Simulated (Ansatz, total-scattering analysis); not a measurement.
# Worked example: from partials to totals in Li2BeF4

A simulated model of Li2BeF4 at 900 K, fixed volume, from ab initio molecular dynamics with Ansatz (PBE-D3(BJ), plane waves, PAW default files, Langevin thermostat, no spin, fixed volume). The average runs over 1.49 ps of 70 atoms, so shells between rare elements are rough. Mean temperature 869 K, largest m.s.d. 4.12 Å², energy drift +19 meV an atom (last third less first), Langevin friction 10 ps⁻¹; the first quarter of the run is discarded. Preparation: atoms packed at random with minimum distances, then 0.5 ps at 1370 K with a cheaper basis and a friction of 10 ps⁻¹ (mean temperature of the first stage 1604 K), too short to forget the start in full. It is a liquid. The potential energy rises by 19 meV an atom from the first to the last third of the average, so the sample is still heating or disordering and this is no equilibrium average. Atom fractions Li 0.2857, Be 0.1429, F 0.5714; masses Li 6.940, Be 9.012, F 18.998 u; density 1.9500 g/cm³; coherent lengths Li -1.93, Be 7.79, F 5.654 fm. Faber–Ziman partials at a few Q:

| Q (Å⁻¹) | S F–F | S Be–F | S Li–F | S Be–Be | S Li–Be | S Li–Li |
| --- | --- | --- | --- | --- | --- | --- |
| 1.60 | -0.160 | 2.787 | 0.855 | 2.471 | -1.220 | -0.220 |
| 1.70 | -0.142 | 2.695 | 0.879 | 2.210 | -1.019 | 0.020 |
| 2.50 | 1.814 | -0.208 | -0.388 | 1.325 | 2.221 | 2.409 |

The pair function g(LiF), r in Å, every 0.06 Å up to its first minimum: 1.53 0.08, 1.59 0.37, 1.65 1.14, 1.71 2.29, 1.77 3.09, 1.83 3.36, 1.89 3.44, 1.95 2.88, 2.01 2.53, 2.07 2.13, 2.13 1.70, 2.19 1.28, 2.25 1.06, 2.31 0.87, 2.37 0.71, 2.43 0.65, 2.49 0.58, 2.55 0.58, 2.61 0.53, 2.67 0.52, 2.73 0.45.

**Tasks.** (a) The number density. (b) The neutron weights. (c) The neutron S(Q) at the listed Q. (d) The number of F around Li.

(a) The mean mass is 0.2857×6.940 + 0.1429×9.012 + 0.5714×18.998 = 14.126 u, so ρ₀ = 1.9500/(14.126 × 1.66054) = 0.08313 Å⁻³.

(b) ⟨b⟩ = 0.2857×(-1.93) + 0.1429×7.79 + 0.5714×5.654 = 3.792 fm. The weight of a pair is ci cj bi bj (2 − δij)/⟨b⟩²: F–F 0.726, Be–F 0.500, Li–F -0.248, Be–Be 0.086, Li–Be -0.085, Li–Li 0.021; they sum to 1.000.

(c) S = 1 + Σ w (Sij − 1). At 1.60 Å⁻¹: 1 − 0.842 + 0.894 + 0.036 + 0.127 + 0.189 − 0.026 = 1.378; Be–F pushes up most; F–F pulls down most. At 1.70 Å⁻¹: 1 − 0.829 + 0.848 + 0.030 + 0.104 + 0.172 − 0.021 = 1.304; Be–F pushes up most; F–F pulls down most. At 2.50 Å⁻¹: 1 + 0.591 − 0.604 + 0.344 + 0.028 − 0.104 + 0.030 = 1.285; F–F pushes up most; Be–F pulls down most.

(d) n = 4πρ₀ c(F) Σ r² g Δr. The sum Σ r² g over the listed points is 124.1 Å², so n = 4π × 0.08313 × 0.5714 × 124.1 × 0.06 = 4.44; counting pairs in the frames up to 2.74 Å gives 4.39; the coarse grid accounts for the difference. By balance, each F has n c(Li)/c(F) = 2.22 Li.
